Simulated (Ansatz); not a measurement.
Consider SrTiO3 (Tausonite).

The structure is cubic, space group Pm-3m (No. 221). The conventional cell has a = 3.905 Å, b = 3.905 Å, c = 3.905 Å, α = 90.00°, β = 90.00°, γ = 90.00°. Sr has 12 O at 2.76 Å nearest. Nearest to Ti lie 6 O at 1.95 Å. O has 2 Ti at 1.95 Å and 4 Sr at 2.76 Å nearest. Farther neighbours and most contacts between anions are not listed.

```yaml
crystal:
  lattice:
    - [-3.90528, 0.00000, 0.00000]
    - [0.00000, 0.00000, -3.90528]
    - [0.00000, -3.90528, 0.00000]
  atoms:
    - { symbol: Sr, position: [0.50000, 0.50000, 0.50000] }
    - { symbol: Ti, position: [0.00000, 0.00000, 0.00000] }
    - { symbol: O, position: [0.50000, 0.00000, 0.00000] }
    - { symbol: O, position: [0.00000, 0.50000, 0.00000] }
    - { symbol: O, position: [0.00000, 0.00000, 0.50000] }
```

The cell and positions come from the Crystallography Open Database and are kept as given unless a step says otherwise. The program's search for lower electronic states was switched off, so nothing shows that the state found is the lowest. PAW set soft_2, made with PBE.

A constrained-RPA run (Ansatz 0.2.0; non-magnetic LDA; Ti t2g + anion p, bands v9 to c3, 6×6×6 mesh, medium accuracy) builds 12 functions on bands 9.2 eV wide, with 18.0 electrons in the window. The bare on-site interaction is 18.0 eV and the bare J 0.69 eV.

Q: Estimate U, U′ and J.

On the Ti t2g shell, U = 6.34 eV (35 % of the bare value), U′ = 5.25 eV, J = 0.55 eV.

The parent state is non-magnetic and the interaction static (zero frequency); U depends on the window and the orbitals, so it belongs to this model alone. A window that holds the anion p bands defines a model with explicit ligands; its U belongs to that model and is not the U of DFT+U.

[Paths, hosts, dates, memory and timing lines, banners, echoed tables and standing remarks are left out of the program output.]

[Logs are printed without paths, hosts, clocks, repeated set-up lines and the standing remarks that a program may print on its own settings, such as how far it seeks lower states.]

[Runs of the session that timed out or met a known fault of the program may be left out.]

[Hosts, paths, dates, database ids (printed as entryN), source tags and the programs' standing remarks are cut or masked in the printed files.]
